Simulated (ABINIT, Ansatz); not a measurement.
# MgS (Niningerite): zone-centre phonons, part 3 of 3

Aim: the zone-centre modes of MgS (Niningerite).

ABINIT 10.8.3; DFT LDA, scalar-relativistic, plane waves, PseudoDojo norm-conserving pseudopotentials.

So far. Step 5 (Linear response at Γ): The acoustic modes at Γ come out as far as 5.5 cm⁻¹ from zero, where they should vanish, a small numerical error; the Born charges miss their sum rule by 3.8e-4 e, which is good. Step 6 (Zone-centre analysis): The rule moves no optical mode by more than 0.1 cm⁻¹.

## (8) A second program

The same cell, potentials and cutoff go through another code, on another k mesh. Its k mesh is centred on Γ.

This step: DFT LDA, scalar-relativistic, plane waves, PseudoDojo norm-conserving pseudopotentials (Ansatz 0.2.0).

input.yaml reads:

```yaml
crystal:
  lattice:
    - [0.0, 2.565828323, 2.565828323]
    - [2.565828323, 0.0, 2.565828323]
    - [2.565828323, 2.565828323, 0.0]
  atoms:
    - { symbol: Mg, position: [0.0, 0.0, 0.0] }
    - { symbol: S, position: [0.5, 0.5, 0.5] }
kpoints:
  mp_grid: { grid: [8, 8, 8] }
hamiltonian:
  xc: lda
  pseudopotentials: { kind: nc, accuracy: standard }
scf:
  occupations: { method: fixed }
output:
  eigenvalues: true
basis:
  ecutwfc: 1034.033
phonons:
  method: dfpt
  dielectric: true
  rigid_motions: translations
```

Started as:

```console
$ ansatz run input.yaml --threads 2 --pin off --max-ram 4096MiB --backend cpu --events-out ev --progress --plain --runs-dir out
```

What it wrote:

```text
Warning: basis.ecutwfc = 1034.033 eV is below the records' recommended 1142.878222 eV, and the density's cutoff is lower with it unless basis.ecutrho_ratio is high enough to keep the records' density cutoff: compare with a run at a higher cutoff
Engine: ansatz 0.2.0, aarch64-unknown-linux-gnu
Pseudopotentials: kind: nc
Pseudopotential: Mg, nc, valence charge 10, recommended cutoff 1142.878222 eV (normal), Mg.nc.azcp (PseudoDojo's, or run here from an input of PseudoDojo's; its table is named by hamiltonian.pseudopotentials.accuracy)
Pseudopotential: S, nc, valence charge 6, recommended cutoff 734.707429 eV (normal), S.nc.azcp (PseudoDojo's, or run here from an input of PseudoDojo's; its table is named by hamiltonian.pseudopotentials.accuracy)
Functional definition: SPW92
  exchange = slater_x
  correlation = pw_c
Crystal: 2 atoms, lattice volume = 33.784 Å³
Basis set: ecut = 1034.033 eV, 2637 PW (Γ), exchange–correlation on 80×80×80 points (8 copies of the dense FFT grid, shifted against one another)
Bands: 12, of which v1, the nominal top of the filled ones, is band 8 counted from 1 (7 counted from 0)
Symmetry: 48 space group operations
k-points: 59 of 512 (irreducible under 8 space group operations, time reversal used)
Non-local potential: Mg, projectors of the file, l = 0: 2, l = 1: 2
Non-local potential: S, projectors of the file, l = 0: 2, l = 1: 2, l = 2: 2
Initial density: superposition of atomic densities (chi_scale 0.1, normalization cell, long waves kept (reshape's long-wave potential 0.00 eV rms))
Initial wavefunctions: pseudopotential atomic-orbital guess
Functional: x = slater, c = lda
SCF iter   1: F=—  HF=-1917.139983 eV  |F-HF|=—  |Δ(HF+E_count)|=         —  Δρ=4.42e-2  dr2=3.46e-1  ethr=3.10e-3  ⟨swp⟩=5.1  Hψ=3905  notcnv=0  defer=109
preconditioner: auto → none  [insulator: Δε(μ)=2.729 eV  Ē_g=11.925 eV  n_scr=8 (ndim 8)  ℏωp=18.1 eV  f_vac=0.000  ε∞_Penn≈3.3]
SCF iter   2: F=—  HF=-1917.029468 eV  |F-HF|=—  |Δ(HF+E_count)|=   1.11e-1  Δρ=1.62e-2  dr2=3.84e-2  ethr=2.16e-3  ⟨swp⟩=3.0  Hψ=1633  notcnv=0  defer=107
SCF iter   3: F=—  HF=-1917.023613 eV  |F-HF|=—  |Δ(HF+E_count)|=   5.85e-3  Δρ=4.35e-3  dr2=2.99e-3  ethr=2.40e-4  ⟨swp⟩=2.3  Hψ=1205  notcnv=0  defer=111
SCF iter   4: F=—  HF=-1917.023471 eV  |F-HF|=—  |Δ(HF+E_count)|=   1.42e-4  Δρ=9.62e-4  dr2=1.02e-4  ethr=1.87e-5  ⟨swp⟩=2.2  Hψ=1005  notcnv=0  defer=111
SCF iter   5: F=—  HF=-1917.023476 eV  |F-HF|=—  |Δ(HF+E_count)|=   5.30e-6  Δρ=5.95e-5  dr2=5.16e-7  ethr=6.37e-7  ⟨swp⟩=2.3  Hψ=909  notcnv=0  defer=107
SCF iter   6: F=—  HF=-1917.023475 eV  |F-HF|=—  |Δ(HF+E_count)|=   1.23e-6  Δρ=9.72e-6  dr2=2.01e-8  ethr=3.22e-9  ⟨swp⟩=2.3  Hψ=1064  notcnv=0  defer=7
SCF iter   7: F=—  HF=-1917.023475 eV  |F-HF|=—  |Δ(HF+E_count)|=   4.03e-9  Δρ=1.12e-6  dr2=4.80e-10  ethr=1.26e-10  ⟨swp⟩=2.6  Hψ=1085  notcnv=0  defer=7
SCF iter   8: F=-1917.023475 eV  HF=-1917.023475 eV  |F-HF|=2.27e-13  |Δ(HF+E_count)|=  1.78e-10  Δρ=1.01e-7  dr2=9.33e-13  ethr=1.00e-12  ⟨swp⟩=9.1  Hψ=4799  notcnv=0
SCF 1 converged in 8 iterations: F = -1917.023475 eV  dr2 = 9.33e-13
DFPT response loops at Γ: preconditioner auto → none (the input reference at scf.mixing.eps_inf says where Resta's filter doesn't serve); β = 0.50; Broyden in place of MSR1
── the response to a field inside a basis, on 8×8×8 k-points: an SCF that follows is theirs, and a resumed run solves both again ──
Bands: 9, of which v1, the nominal top of the filled ones, is band 8 counted from 1 (7 counted from 0)
k-points: 60 of 512 (irreducible under 12 space group operations)
Initial density: handed on by an earlier stage of this run
Initial wavefunctions: pseudopotential atomic-orbital guess (no wavefunctions were taken with the density)
Eigensolver: Dense (60 Hₖ)
SCF iter   1: F=—  HF=-1917.024746 eV  |F-HF|=—  |Δ(HF+E_count)|=         —  Δρ=4.34e-4  dr2=5.51e-6  ethr=1.00e-1
preconditioner: auto → none  [insulator: Δε(μ)=2.860 eV  Ē_g=9.483 eV  n_scr=8 (ndim 8)  ℏωp=18.1 eV  f_vac=0.000  ε∞_Penn≈4.6]
SCF iter   2: F=—  HF=-1917.024745 eV  |F-HF|=—  |Δ(HF+E_count)|=   1.35e-6  Δρ=1.87e-4  dr2=6.84e-7  ethr=3.45e-8
SCF iter   3: F=-1917.024745 eV  HF=-1917.024745 eV  |F-HF|=4.53e-10  |Δ(HF+E_count)|=   4.05e-8  Δρ=4.00e-5  dr2=3.88e-8  ethr=4.27e-9
SCF 1 converged in 3 iterations: F = -1917.024745 eV  dr2 = 3.88e-8
DFPT response loops at Γ: mixed as the last ones told, above
SCF converged after 8 iterations
Free energy (F): -1917.023475 eV
Harris-Foulkes:  -1917.023475 eV  (|F-HF|=2.27e-13)
Internal energy: -1917.023475 eV  (E = F + TS)
E sigma→0 (E₀):  -1917.023475 eV
Fermi energy:    6.659121 eV
--- Per-component energies (eV) ---
  E_band       = -326.694469
  E_kinetic    = 1027.991228
  E_local      = -1731.494701  (includes V_loc(G=0)·N_el)
  E_nonlocal   = -452.596373
  E_hartree    = 595.068302
  E_xc         = -297.680198
  E_vxc        = -360.731196  (∫ρ·V_xc dr)
  E_ewald      = -1058.311735
  E_smearing   = -0.000000  (= −TS)
  E_closure    = 0.000000  (closes the sum)
  Σ components = -1917.023475   (vs F -1917.023475, Δ=0.00e0)
--- Band table (eV; the first three rows and the last of 59) ---
  k-point 0: bands = [... 4 lower, -6.2348, 6.6591, 6.6591, 6.6591, 10.4696, 14.4648, 14.4648, 14.4648]
  k-point 1: bands = [... 4 lower, -6.0707, 5.5557, 6.5492, 6.5492, 11.2708, 14.1759, 14.7267, 14.7267]
  k-point 2: bands = [... 4 lower, -5.6236, 3.6989, 6.3111, 6.3111, 11.5831, 14.3598, 14.3598, 15.0322]
  k-point 58: bands = [... 4 lower, -4.3309, 3.2102, 3.2102, 4.1307, 11.9010, 14.5484, 14.5484, 14.6773]
--- Phonons (Γ-DFPT): 2 representative perturbations + reference, on 59 of 512 k-points (Σ response iterations 6) ---
  k mesh reduced under 8 symmetry operations, with k and −k counted as one. Each operation leaves every solved perturbation unchanged. A smaller set is not considered because the run solves the response to a homogeneous field
  ASR residual: 2.574e-4 → 0.000e0 eV/Å²; symmetrization residual: 1.613e-6 eV/Å²
  ASR residual per site (eV/Å²): 2.57e-4 3.05e-5
  Γ frequencies (cm⁻¹): 0.00 0.00 0.00 251.52 251.52 251.52
  ε∞ (high-frequency dielectric tensor):
        5.598259     0.000000     0.000000
        0.000000     5.598259    -0.000000
        0.000000    -0.000000     5.598259
  ε⁰ (static dielectric tensor: ions relaxed, cell fixed):
       14.423725    -0.000000     0.000000
       -0.000000    14.423725     0.000000
        0.000000     0.000000    14.423725
  ε⁰ − ε∞ (ionic part):
        8.825466    -0.000000     0.000000
       -0.000000     8.825466     0.000000
        0.000000     0.000000     8.825466
  softest optical mode at Γ: 251.52 cm⁻¹; the repairs (sum rule, projections) moved no ω² at Γ by more than (1.73 cm⁻¹)²
  Born effective charges Z* (e; rows j = field, columns β = displacement):
    site 0:
         2.30203   -0.00000    0.00000
         0.00000    2.30203    0.00000
        -0.00000   -0.00000    2.30203
    site 1:
        -2.30203    0.00000   -0.00000
        -0.00000   -2.30203   -0.00000
         0.00000    0.00000   -2.30203
  Z* charge neutrality: 1.973e-3 e pre-enforcement
  solved inside a basis spanned on kpoints, on 8×8×8 k-points, its susceptibility summed on 12×12×12: ε∞ is read to err by 1.7e-2, Z* by 1.2e-2 e (field_mesh: kpoints solves on kpoints); Z* is corrected for what the basis lacks
  optical modes at Γ without the LO–TO term, one row a degenerate level:
      ω (cm⁻¹)  modes    IR ((D/Å)²/amu)
        251.52      3            26.5312
  optical modes at Γ + LO–TO along q̂ = [1.0000, 0.0000, 0.0000]:
      ω (cm⁻¹)  modes    IR ((D/Å)²/amu)
        251.52      2            17.6874
        403.72      1             8.8437
  optical modes at Γ + LO–TO along q̂ = [0.0000, 1.0000, 0.0000]:
      ω (cm⁻¹)  modes    IR ((D/Å)²/amu)
        251.52      2            17.6874
        403.72      1             8.8437
  optical modes at Γ + LO–TO along q̂ = [0.0000, 0.0000, 1.0000]:
      ω (cm⁻¹)  modes    IR ((D/Å)²/amu)
        251.52      2            17.6874
        403.72      1             8.8437
```

Elapsed: 21 s, on 2 threads of Arm Neoverse V2, shared host; peak memory 0.56 GiB.

This step gave:

```yaml
gap_on_the_k_mesh: 2.647 eV
sum_rule_residual_before_enforcement: 2.57e-4 eV/Å²
miss_of_the_charge_sum_rule: 0.001973 e
estimated_error_of_the_dielectric_tensor: 0.01652
estimated_error_of_the_born_charges: 0.01200 e
highest_optical_zone_centre_mode_no_lo_to_term: 251.5 cm⁻¹
lowest_optical_zone_centre_mode: 251.5 cm⁻¹
mean_high_frequency_dielectric_constant: 5.598
largest_born_charge_in_size_third_of_the_trace: 2.302 e
```

Transverse modes. Lines of the infrared spectrum (strongest = 100):

```tsv
position (cm⁻¹)	label	IR intensity ((D/Å)²/amu), degenerate modes summed, relative
252	T1u	100
```

## (9) The two compared: ABINIT PseudoDojo and Ansatz, PseudoDojo

Numbers from this step:

| Property | Result |
| --- | --- |
| root-mean-square difference | 0 cm⁻¹ |
| largest difference | 0 cm⁻¹ |

Frequencies side by side, by row:

```tsv
q (reciprocal lattice)	mode	ABINIT PseudoDojo (cm⁻¹)	Ansatz, PseudoDojo (cm⁻¹)
0 0 0	1	0	0
0 0 0	2	0	0
0 0 0	3	0	0
0 0 0	4	251.5	251.5
0 0 0	5	251.5	251.5
0 0 0	6	251.5	251.5
```

The two runs side by side. Further quantities:

```tsv
quantity	ABINIT PseudoDojo	Ansatz, PseudoDojo
mean ε∞	5.599	5.598
largest Born charge in size (e; the first before, the second after the charge sum rule)	2.303	2.302
summed IR intensity ((D/Å)²/amu)	26.54	26.53
```

At the zone centre the largest difference (acoustic modes at Γ apart) is 0.004 % of the highest mode.

## (10) Outcome

```json
{"space group after relaxation": "Fm-3m", "volume per atom": "16.9 Å³", "highest optical zone-centre mode (no LO-TO term)": "251.5 cm⁻¹", "highest mode moved by the LO-TO term": "403.7 cm⁻¹", "mean high-frequency dielectric constant": "5.60", "largest Born charge in size (third of the trace)": "2.30 e", "mean static dielectric constant": "14.4", "imaginary optical modes at the zone centre (no q mesh in this session)": "none", "largest difference from Ansatz, PseudoDojo": "0 cm⁻¹"}
```

What this shows: At the LDA level the optical modes of MgS (Niningerite) at the zone centre (no LO-TO term) lie at 252 cm⁻¹. The base run prints -0.55 GPa, mostly the error of a finite basis; the relaxation, with a smoothed and higher cutoff, had brought the cell to rest. Along the directions run, the highest mode that the macroscopic field moves lies at 404 cm⁻¹. Lattice motion raises the mean dielectric constant from 5.599 to 14.43. The Born charge of Mg is 2.303 e against a formal charge of +2, somewhat above it. The Lyddane-Sachs-Teller relation holds: (ωLO/ωTO)² is 2.58 and ε₀/ε∞ is 2.58. ABINIT PseudoDojo and Ansatz, PseudoDojo agree to 0.01 cm⁻¹ (0.004 % of the highest mode compared) on all solved modes but the acoustic ones at Γ, without the LO-TO term. These are harmonic frequencies at zero temperature: anharmonic shifts and linewidths and thermal expansion are left out. Ansatz warns that the cutoff lies 10 % under the one recommended for these files; agreement at one cutoff is not convergence.

[Host names and launcher messages were left out of these logs when they were recorded.]

[Logs are printed without paths, hosts, clocks, repeated set-up lines and the standing remarks that a program may print on its own settings, such as how far it seeks lower states.]

[Hosts, paths, dates, database ids (printed as entryN), source tags and the programs' standing remarks are cut or masked in the printed files.]
